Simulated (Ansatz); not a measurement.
# Decaying states in the gap of Cs2SnN2, part 3 of 4

Aim: relax a made-up compound, Cs2SnN2, and see how good a tunnel barrier it would be. It is built by putting Cs for Li, Sn for Hf in the Li2HfN2 structure of space group P-3m1, with the volume rescaled by atomic radii. The parent structure comes from the Materials Project.

Ansatz 0.2.0; LDA DFT, plane waves, PAW files (the session's first sound run).

So far, gap on path (eV): step 3 (the bulk crystal and its band edges) 0.356.

The structure was built from a prototype and need not be the compound's stable phase.

### Step 6. Band edges at another level, cutoff 1142.88 eV

This step: LDA DFT, plane waves, norm-conserving files (Ansatz 0.2.0).

The edges again with norm-conserving files, at the same atoms. Against that run the cutoff is 1143 eV against 420.

The input, input.yaml:

```yaml
crystal:
  lattice:
    - [3.4643778904, 0.0, 0.0]
    - [-1.7321889452, 3.0002392614, 0.0]
    - [0.0, 0.0, 10.0321264574]
  atoms:
    - { symbol: Cs, position: [0.6666666667, 0.3333333333, 0.3016831524] }
    - { symbol: Cs, position: [0.3333333333, 0.6666666667, 0.6983168476] }
    - { symbol: Sn, position: [0.0, 0.0, 0.0] }
    - { symbol: "N", position: [0.6666666667, 0.3333333333, 0.8881681458] }
    - { symbol: "N", position: [0.3333333333, 0.6666666667, 0.1118318542] }
kpoints:
  mp_grid: { grid: [8, 8, 4] }
  band_path: { path: [VBM, CBM], npoints: 30 }
scf:
  occupations: { method: fixed }
hamiltonian:
  xc: lda
  pseudopotentials: { kind: nc }
output:
  eigenvalues: true
```

Launch:

```bash
$ ansatz run input.yaml --threads 2 --pin off --max-ram 4096MiB --backend cpu --events-out ev --progress --plain --runs-dir out
```

Numbers of over 12 decimals in the logs are rounded to 6 here.

The log of the run:

```text
[...]
Crystal: 5 atoms, lattice volume = 104.274 Å³
Basis set: ecut = 1142.878222 eV, 9235 PW (Γ)
Bands: 26, of which v1, the nominal top of the filled ones, is band 21 counted from 1 (20 counted from 0)
Symmetry: 12 space group operations
[...]
k-points: 35 of 256
[...]
SCF iter   1: F=—  HF=-4001.916591 eV  |F-HF|=—  |Δ(HF+E_count)|=         —  Δρ=2.13e-1  dr2=4.93e2  ethr=3.10e-3  ⟨swp⟩=6.5  Hψ=4519  notcnv=0  defer=97
[...]
SCF iter  11: F=-3976.872229 eV  HF=-3976.872229 eV  |F-HF|=2.66e-10  |Δ(HF+E_count)|=   2.51e-8  Δρ=1.53e-6  dr2=2.42e-9  ethr=2.38e-10  ⟨swp⟩=13.4  Hψ=4839  notcnv=0
SCF 1 converged in 11 iterations: F = -3976.872229 eV  dr2 = 2.42e-9
[...]
SCF converged after 11 iterations
Free energy (F): -3976.872229 eV
[...]
Internal energy: -3976.872229 eV  (E = F + TS)
E sigma→0 (E₀):  -3976.872229 eV
Fermi energy:    10.484795 eV
[...]
--- Band table (eV; the first three rows and the last of 35) ---
  k-point 0: bands = [... 17 lower, 9.6098, 9.9262, 9.9262, 10.3448, 10.8471, 12.8633, 12.9043, 13.7407, ... 1 higher]
  k-point 1: bands = [... 17 lower, 9.6103, 9.9257, 9.9257, 10.0196, 11.2647, 12.5170, 12.9881, 13.6280, ... 1 higher]
  k-point 2: bands = [... 17 lower, 9.6109, 9.8190, 9.9251, 9.9251, 11.6987, 12.1033, 13.0867, 13.5347, ... 1 higher]
  k-point 34: bands = [... 17 lower, 7.5322, 7.8819, 10.0937, 10.1427, 12.7130, 13.4592, 13.5869, 14.1558, ... 1 higher]
```

It took 41 s on 2 threads of Intel Xeon Platinum 8175M at 2.50GHz (Skylake/Cascade Lake), shared host; peak memory 0.67 GiB; 82 s of CPU time.

This step gave:

```yaml
free_energy: -3976.8722 eV
fermi_energy: 10.48 eV
gap_on_the_k_mesh: 0.3623 eV
gap_on_path: 0.3430 eV, by band count; negative where bands overlap
direct_gap_on_path: 0.5023 eV
```

Electronic bands along the path, in eV, zero at the Fermi level (highest filled level under fixed occupations); v1 is the highest filled band, c1 the lowest empty one:

```csv
point,v4,v3,v2,v1,c1,c2,c3,c4
VBM,-1.56,-0.73,-0.63,0.02,1.18,2.75,3.07,3.43
halfway,-1.13,-0.61,-0.54,-0.06,0.73,2.52,2.59,3.22
CBM,-0.88,-0.56,-0.56,-0.14,0.36,2.38,2.42,3.26
```

The searched edges give 0.343 eV, against 0.362 eV on the mesh.

### Step 7. Complex bands at another level, cutoff 1142.88 eV

This step: LDA DFT, plane waves, norm-conserving files; complex bands by layer matching along the plane's normal (Ansatz 0.2.0).

The complex bands at that level, over its own gap, at (0, 0) and (-0.0885, 0).

The input, input.yaml:

```yaml
crystal:
  lattice:
    - [3.46437789, 0.0, 0.0]
    - [0.0, 10.032126457, 0.0]
    - [1.732188945, 0.0, 3.000239261]
  atoms:
    - { symbol: Cs, position: [0.6666666667, 0.3016831524, 0.6666666667] }
    - { symbol: Cs, position: [0.3333333333, 0.6983168476, 0.3333333333] }
    - { symbol: Sn, position: [0.0, 0.0, 0.0] }
    - { symbol: "N", position: [0.6666666667, 0.8881681458, 0.6666666667] }
    - { symbol: "N", position: [0.3333333333, 0.1118318542, 0.3333333333] }
kpoints:
  mp_grid: { grid: [8, 4, 8] }
scf:
  occupations: { method: fixed }
hamiltonian:
  xc: lda
  pseudopotentials: { kind: nc }
output:
  eigenvalues: true
  transmission:
    leads: [[0, 0]]
    kpoints: [[0.0, 0.0], [-0.0885, 0.0]]
    e_range: [-1.0, 1.34]
    de: 0.05
```

The log of the run:

```text
[...]
Crystal: 5 atoms, lattice volume = 104.274 Å³
Basis set: ecut = 1142.878222 eV, 9235 PW (Γ)
Bands: 26, of which v1, the nominal top of the filled ones, is band 21 counted from 1 (20 counted from 0)
Symmetry: 12 space group operations
[...]
k-points: 35 of 256
[...]
SCF iter   1: F=—  HF=-4001.916755 eV  |F-HF|=—  |Δ(HF+E_count)|=         —  Δρ=2.13e-1  dr2=4.93e2  ethr=3.10e-3  ⟨swp⟩=6.4  Hψ=4509  notcnv=0  defer=95
[...]
SCF iter  11: F=-3976.872229 eV  HF=-3976.872229 eV  |F-HF|=1.73e-11  |Δ(HF+E_count)|=   1.73e-8  Δρ=1.33e-6  dr2=2.03e-9  ethr=2.38e-10  ⟨swp⟩=13.7  Hψ=4816  notcnv=0
SCF 1 converged in 11 iterations: F = -3976.872229 eV  dr2 = 2.03e-9
transmission: 7 of 14 steps passed
transmission: 14 of 14 steps passed
SCF converged after 11 iterations
Free energy (F): -3976.872229 eV
[...]
Internal energy: -3976.872229 eV  (E = F + TS)
E sigma→0 (E₀):  -3976.872229 eV
Fermi energy:    10.484791 eV
[...]
--- Band table (eV; the first three rows and the last of 35) ---
  k-point 0: bands = [... 17 lower, 9.6098, 9.9262, 9.9262, 10.3448, 10.8470, 12.8633, 12.9043, 13.7407, ... 1 higher]
  k-point 1: bands = [... 17 lower, 9.2298, 9.5223, 10.1153, 10.4848, 11.5028, 13.0949, 13.3254, 13.8019, ... 1 higher]
  k-point 2: bands = [... 17 lower, 8.6462, 9.2372, 10.2243, 10.3007, 11.6267, 12.8677, 13.1213, 13.6588, ... 1 higher]
  k-point 34: bands = [... 17 lower, 7.5322, 7.8819, 10.0937, 10.1427, 12.7130, 13.4592, 13.5869, 14.1558, ... 1 higher]
--- Transmission ---
  basis      : 837 plane waves across, 7 finite elements along
  points     : 2, as listed
[...]
crystal 0  : Sn1Cs2N2, at the sites [0, 0], period 3.0002 Å: whole cells are its period
[...]
channels       : 0.000000e0 a spin
[...]
slowest decay  : 0.0856 /Å at (0.0000, 0.0000)
```

Wall time 11 min (2 threads); peak memory 3.2 GiB; 19 min of CPU time.

Numbers from this step:

```yaml
level_to_which_the_leads_are_filled: 0.1811 eV from the Fermi level
decay_constant_at_the_filling_level_zone_centre: 0.08565 Å⁻¹
decay_constant_at_the_filling_level_slowest_listed_point: 0.0856 Å⁻¹
```

K parallel (0, 0); values up to 1.5 1/Å, a degenerate pair printed once or twice; energies at which all values exceed this have no row. The Im kz of the slowest decaying states by energy, zero at the highest filled level on the SCF mesh:

```csv
energy (eV),decay 1 (Å⁻¹),decay 2 (Å⁻¹),decay 3 (Å⁻¹),decay 4 (Å⁻¹)
-1.000,0.107,0.275,0.305,0.637
-0.900,0.295,0.295,0.627,0.632
-0.800,0.0532,0.0801,0.283,0.309
-0.700,0.0735,0.0987,0.270,0.320
-0.650,0.0779,0.0927,0.262,0.324
-0.550,0.0536,0.245,0.329,0.579
-0.450,0.0988,0.223,0.332,0.560
-0.350,0.120,0.194,0.333,0.408
-0.250,0.0882,0.136,0.145,0.332
-0.150,0.0476,0.145,0.329,0.345
-0.100,0.147,0.327,0.395,0.524
0.000,0.123,0.178,0.322,0.463
0.100,0.106,0.145,0.196,0.317
0.200,0.0857,0.199,0.210,0.310
0.300,0.0549,0.222,0.235,0.303
0.400,0.231,0.263,0.295,0.423
0.450,0.235,0.274,0.290,0.411
0.550,0.243,0.278,0.294,0.383
0.650,0.249,0.264,0.312,0.354
0.750,0.247,0.254,0.321,0.327
0.850,0.224,0.258,0.283,0.341
0.950,0.194,0.238,0.261,0.354
1.000,0.174,0.210,0.262,0.360
1.100,0.108,0.135,0.264,0.371
1.200,0.0985,0.266,0.362,0.382
1.300,0.0316,0.143,0.266,0.347
```

K parallel (0, 0). Re kz of states that move upwards against energy, zero at the highest filled level on the SCF mesh:

```csv
energy (eV),channel 1 (Å⁻¹),channel 2 (Å⁻¹),channel 3 (Å⁻¹),channel 4 (Å⁻¹)
-1.000,-0.281,-0.129,-0.0797,-
-0.900,-0.940,-0.233,-0.0526,-0.0331
-0.750,-0.825,-0.167,-,-
-0.650,-0.769,-0.118,-,-
-0.550,-0.717,0.0367,-,-
-0.400,-0.643,0.222,-,-
-0.300,-0.591,0.382,-,-
-0.200,-0.533,-,-,-
-0.100,-0.464,0.103,-,-
0.000,-0.337,0.262,-,-
0.050,-,-,-,-
0.150,-,-,-,-
0.250,-,-,-,-
0.400,0.0445,-,-,-
0.500,0.0885,-,-,-
0.600,0.121,-,-,-
0.700,0.152,-,-,-
0.850,0.198,-,-,-
0.950,0.233,-,-,-
1.050,0.278,-,-,-
1.200,-0.938,0.640,-,-
1.300,-,-,-,-
```

K parallel (-0.0885, 0); values up to 1.5 1/Å, a degenerate pair printed once or twice; energies at which all values exceed this have no row. Table of Im kz of the slowest decaying states by energy, zero at the highest filled level on the SCF mesh:

```csv
energy (eV),decay 1 (Å⁻¹),decay 2 (Å⁻¹),decay 3 (Å⁻¹),decay 4 (Å⁻¹)
-1.000,0.0562,0.286,0.305,0.440
-0.900,0.0590,0.228,0.319,0.428
-0.750,0.0569,0.342,0.404,0.499
-0.650,0.0287,0.361,0.386,0.448
-0.550,0.0103,0.369,0.382,0.386
-0.400,0.0353,0.0463,0.191,0.349
-0.300,0.0959,0.150,0.272,0.398
-0.200,0.122,0.214,0.243,0.418
-0.100,0.131,0.139,0.282,0.429
0.000,0.155,0.305,0.437,0.494
0.050,0.0979,0.161,0.312,0.439
0.150,0.170,0.185,0.322,0.443
0.250,0.176,0.232,0.327,0.446
0.400,0.179,0.279,0.328,0.446
0.500,0.176,0.302,0.324,0.445
0.600,0.125,0.213,0.318,0.321
0.700,0.061,0.239,0.308,0.338
0.850,0.263,0.287,0.360,0.419
0.950,0.268,0.276,0.372,0.391
1.050,0.241,0.286,0.359,0.382
1.200,0.175,0.299,0.304,0.390
1.300,0.0934,0.259,0.305,0.386
```

K parallel (-0.0885, 0). Table of Re kz of states that move upwards by energy, zero at the highest filled level on the SCF mesh:

```csv
energy (eV),channel 1 (Å⁻¹),channel 2 (Å⁻¹),channel 3 (Å⁻¹),channel 4 (Å⁻¹)
-1.000,-0.427,-,-,-
-0.900,-0.372,-,-,-
-0.750,-0.294,-0.0677,0.210,-
-0.650,-0.865,-0.0245,-,-
-0.550,-0.774,-0.222,0.397,-
-0.400,-,-,-,-
-0.300,-0.655,-,-,-
-0.200,-0.558,-,-,-
-0.100,-0.476,-,-,-
0.000,-0.356,0.190,-,-
0.050,-,-,-,-
0.150,-,-,-,-
0.250,-,-,-,-
0.400,-,-,-,-
0.500,-,-,-,-
0.600,-,-,-,-
0.700,-,-,-,-
0.850,0.116,-,-,-
0.950,0.164,-,-,-
1.050,0.209,-,-,-
1.200,0.294,-,-,-
1.300,0.578,-,-,-
```

At the listed wavevectors the last open channel is at +0.00 eV and the next at +0.40 eV on the grid. At +0.20 eV, the grid energy nearest the filling level (the middle of the gap on the SCF mesh), the slowest state at the listed wavevectors decays with κ = 0.0856 Å⁻¹, its amplitude falling by e over 12 Å; the first such run, plane (100), gave 0.0893 Å⁻¹ over as many of its listed wavevectors.

### Step 8. A check of the settings: basis.ecutwfc = "400 eV"

This step: LDA DFT, plane waves, PAW files; complex bands by layer matching along the plane's normal; changed: basis.ecutwfc = "400 eV" (Ansatz 0.2.0).

This run repeats an earlier one, its twin (the complex run, plane (100)), with one setting changed (basis.ecutwfc; files written aside). It is meant to test whether the cutoff is converged. Where the input is shown as a difference, that is against the step before, not the twin.

Edit input.yaml of step 7 so:

```diff
@@ -17,3 +17,2 @@
   xc: lda
-  pseudopotentials: { kind: nc }
 output:
@@ -22,4 +21,6 @@
     leads: [[0, 0]]
-    kpoints: [[0.0, 0.0], [-0.0885, 0.0]]
-    e_range: [-1.0, 1.34]
+    kpoints: [[0.0, 0.0], [-0.0885, 0.0], [0.1771, 0.0]]
+    e_range: [-1.0, 1.36]
     de: 0.05
+basis:
+  ecutwfc: "400 eV"
```

The log of the run:

```text
Warning: basis.ecutwfc = 400 eV is below the records' recommended 420 eV, and the density's cutoff is lower with it unless basis.ecutrho_ratio is high enough to keep the records' density cutoff: compare with a run at a higher cutoff
[...]
Crystal: 5 atoms, lattice volume = 104.274 Å³
Basis set: ecut = 400 eV, 1905 PW (Γ)
Bands: 26, of which v1, the nominal top of the filled ones, is band 21 counted from 1 (20 counted from 0)
Symmetry: 12 space group operations
[...]
k-points: 35 of 256
[...]
SCF iter   1: F=—  HF=-17636.143375 eV  |F-HF|=—  |Δ(HF+E_count)|=         —  Δρ=1.94e-2  dr2=1.28e0  ethr=1.77e-3  ⟨swp⟩=4.9  Hψ=3909  notcnv=0  defer=96
[...]
SCF iter   9: F=-17635.997755 eV  HF=-17635.997755 eV  |F-HF|=2.58e-8  |Δ(HF+E_count)|=   9.68e-8  Δρ=1.78e-6  dr2=2.88e-8  ethr=2.38e-10  ⟨swp⟩=9.0  Hψ=4317  notcnv=0
SCF 1 converged in 9 iterations: F = -17635.997755 eV  dr2 = 2.88e-8
[...]
transmission: 4 of 12 steps passed
transmission: 8 of 12 steps passed
transmission: 12 of 12 steps passed
SCF converged after 9 iterations
Free energy (F): -17635.997755 eV
[...]
Internal energy: -17635.997755 eV  (E = F + TS)
E sigma→0 (E₀):  -17635.997755 eV
Fermi energy:    10.350493 eV
[...]
--- Band table (eV; the first three rows and the last of 35) ---
  k-point 0: bands = [... 17 lower, 9.4757, 9.8083, 9.8083, 10.2094, 10.7254, 12.7387, 12.7702, 13.6073, ... 1 higher]
  k-point 1: bands = [... 17 lower, 9.1037, 9.3982, 9.9909, 10.3505, 11.3804, 12.9754, 13.1951, 13.6772, ... 1 higher]
  k-point 2: bands = [... 17 lower, 8.5228, 9.1119, 10.1011, 10.1717, 11.5034, 12.7371, 12.9881, 13.5384, ... 1 higher]
  k-point 34: bands = [... 17 lower, 7.4134, 7.7603, 9.9693, 10.0182, 12.5851, 13.3344, 13.4588, 14.0366, ... 1 higher]
--- Transmission ---
  basis      : 291 plane waves across, 4 finite elements along
  points     : 3, as listed
[...]
crystal 0  : Cs2N2Sn1, at the sites [0, 0], period 3.0002 Å: whole cells are its period
[...]
channels       : 0.000000e0 a spin
[...]
slowest decay  : 0.0890 /Å at (0.0000, 0.0000)
```

It took 64 s on 2 threads; peak memory 0.97 GiB; 2.1 min of CPU time.

Numbers from this step:

```
free energy                                               : -17635.9978 eV
Fermi energy                                              : 10.35 eV
gap on the k-mesh                                         : 0.3749 eV
level to which the leads are filled                       : 0.1874 eV from the Fermi level
decay constant at the filling level, zone centre          : 0.08904 Å⁻¹
decay constant at the filling level, slowest listed point : 0.089 Å⁻¹
```

K parallel (0, 0); values up to 1.5 1/Å, a degenerate pair printed once or twice; energies at which all values exceed this have no row. Im kz of the slowest decaying states against energy, zero at the highest filled level on the SCF mesh:

```csv
energy (eV),decay 1 (Å⁻¹),decay 2 (Å⁻¹),decay 3 (Å⁻¹),decay 4 (Å⁻¹)
-1.000,0.118,0.272,0.305,0.636
-0.800,0.0551,0.0840,0.282,0.307
-0.600,0.0819,0.0830,0.253,0.325
-0.400,0.109,0.208,0.332,0.528
-0.200,0.105,0.142,0.259,0.330
0.000,0.126,0.174,0.322,0.467
0.200,0.0890,0.201,0.208,0.310
0.400,0.230,0.265,0.295,0.425
0.600,0.245,0.273,0.306,0.370
0.800,0.238,0.255,0.304,0.337
1.000,0.179,0.212,0.262,0.363
1.200,0.0883,0.265,0.363,0.386
```

K parallel (0, 0). Table of Re kz of states that move upwards by energy, zero at the highest filled level on the SCF mesh:

```csv
energy (eV),channel 1 (Å⁻¹),channel 2 (Å⁻¹),channel 3 (Å⁻¹),channel 4 (Å⁻¹)
-1.000,-0.285,-0.130,-0.0798,-
-0.800,-0.863,-0.193,-,-
-0.600,-0.747,-0.0927,-,-
-0.400,-0.646,0.213,-,-
-0.200,-0.535,-,-,-
0.000,-0.327,0.276,-,-
0.200,-,-,-,-
0.400,0.0364,-,-,-
0.600,0.118,-,-,-
0.800,0.179,-,-,-
1.000,0.249,-,-,-
1.200,-0.943,0.629,-,-
```

K parallel (-0.0885, 0); values up to 1.5 1/Å, a degenerate pair printed once or twice; energies at which all values exceed this have no row. Im kz of the slowest decaying states against energy, zero at the highest filled level on the SCF mesh:

```csv
energy (eV),decay 1 (Å⁻¹),decay 2 (Å⁻¹),decay 3 (Å⁻¹),decay 4 (Å⁻¹)
-1.000,0.0566,0.292,0.303,0.439
-0.900,0.0613,0.236,0.317,0.427
-0.800,0.0101,0.153,0.333,0.412
-0.700,0.0277,0.351,0.394,0.482
-0.600,0.00995,0.373,0.376,0.426
-0.550,0.0145,0.368,0.386,0.392
-0.450,0.298,0.354,0.411,0.613
-0.350,0.0730,0.0772,0.305,0.376
-0.250,0.109,0.201,0.241,0.408
-0.150,0.130,0.176,0.262,0.423
-0.050,0.146,0.293,0.433,0.489
0.000,0.154,0.303,0.436,0.497
0.050,0.103,0.160,0.311,0.439
0.150,0.170,0.188,0.321,0.443
0.200,0.173,0.213,0.325,0.445
0.300,0.177,0.252,0.328,0.446
0.400,0.179,0.280,0.328,0.446
0.500,0.177,0.304,0.325,0.446
0.600,0.131,0.210,0.319,0.323
0.700,0.0701,0.237,0.309,0.340
0.800,0.254,0.297,0.355,0.434
0.900,0.269,0.280,0.369,0.407
0.950,0.270,0.275,0.375,0.392
1.050,0.244,0.285,0.361,0.386
1.150,0.208,0.294,0.326,0.392
1.250,0.144,0.285,0.301,0.391
1.350,0.133,0.233,0.306,0.384
```

K parallel (-0.0885, 0). Table of Re kz of states that move upwards by energy, zero at the highest filled level on the SCF mesh:

```csv
energy (eV),channel 1 (Å⁻¹),channel 2 (Å⁻¹),channel 3 (Å⁻¹),channel 4 (Å⁻¹)
-1.000,-0.431,-,-,-
-0.900,-0.374,-,-,-
-0.800,-0.323,-,-,-
-0.700,-0.941,-0.0492,-,-
-0.600,-0.824,-0.258,0.328,-
-0.550,-0.780,-0.227,0.389,-
-0.450,-0.696,-0.162,0.0599,0.507
-0.350,-0.954,-,-,-
-0.250,-0.603,-,-,-
-0.150,-0.520,-,-,-
-0.050,-0.426,0.0750,-,-
0.000,-0.352,0.201,-,-
0.050,-,-,-,-
0.150,-,-,-,-
0.200,-,-,-,-
0.300,-,-,-,-
0.400,-,-,-,-
0.500,-,-,-,-
0.600,-,-,-,-
0.700,-,-,-,-
0.800,0.0786,-,-,-
0.900,0.135,-,-,-
0.950,0.159,-,-,-
1.050,0.204,-,-,-
1.150,0.254,-,-,-
1.250,0.328,-,-,-
1.350,0.651,-,-,-
```

K parallel (0.1771, 0); values up to 1.5 1/Å, a degenerate pair printed once or twice; energies at which all values exceed this have no row. The Im kz of the slowest decaying states by energy, zero at the highest filled level on the SCF mesh:

```csv
energy (eV),decay 1 (Å⁻¹),decay 2 (Å⁻¹),decay 3 (Å⁻¹),decay 4 (Å⁻¹)
-1.000,0.0771,0.287,0.437,0.507
-0.900,0.111,0.292,0.411,0.505
-0.750,0.118,0.298,0.361,0.501
-0.650,0.0161,0.103,0.301,0.317
-0.550,0.0577,0.257,0.303,0.497
-0.400,0.0948,0.300,0.494,0.565
-0.300,0.0372,0.113,0.295,0.491
-0.200,0.0832,0.0901,0.284,0.488
-0.050,0.131,0.219,0.253,0.483
0.000,0.141,0.241,0.255,0.480
0.050,0.149,0.152,0.259,0.272
0.200,0.172,0.273,0.297,0.320
0.300,0.181,0.310,0.314,0.344
0.400,0.186,0.327,0.336,0.364
0.550,0.190,0.341,0.366,0.377
0.650,0.190,0.346,0.373,0.383
0.750,0.185,0.350,0.367,0.397
0.900,0.170,0.350,0.355,0.416
1.000,0.149,0.346,0.346,0.423
1.100,0.104,0.337,0.340,0.419
1.250,0.126,0.322,0.323,0.412
1.350,0.181,0.307,0.312,0.406
```

K parallel (0.1771, 0). Table of Re kz of states that move upwards by energy, zero at the highest filled level on the SCF mesh:

```csv
energy (eV),channel 1 (Å⁻¹),channel 2 (Å⁻¹),channel 3 (Å⁻¹),channel 4 (Å⁻¹)
-1.000,-0.109,-,-,-
-0.900,-0.0716,-,-,-
-0.750,-0.0176,-,-,-
-0.650,-,-,-,-
-0.550,0.0366,-,-,-
-0.400,-0.807,-0.307,0.0991,0.575
-0.300,-0.212,0.181,-,-
-0.200,-0.533,-,-,-
-0.050,-0.291,-,-,-
0.000,-0.121,-,-,-
0.050,-,-,-,-
0.200,-,-,-,-
0.300,-,-,-,-
0.400,-,-,-,-
0.550,-,-,-,-
0.650,-,-,-,-
0.750,-,-,-,-
0.900,-,-,-,-
1.000,-,-,-,-
1.100,-,-,-,-
1.250,0.324,-,-,-
1.350,0.426,-,-,-
```

The least decay constant is 0.089 Å⁻¹ against 0.0893 Å⁻¹ in the twin: no change within 1 %.

(Part 3 of 4 ends here.)

[Logs are printed without paths, hosts, clocks, repeated set-up lines and the standing remarks that a program may print on its own settings, such as how far it seeks lower states.]

[Hosts, paths, dates, database ids (printed as entryN), source tags and the programs' standing remarks are cut or masked in the printed files.]
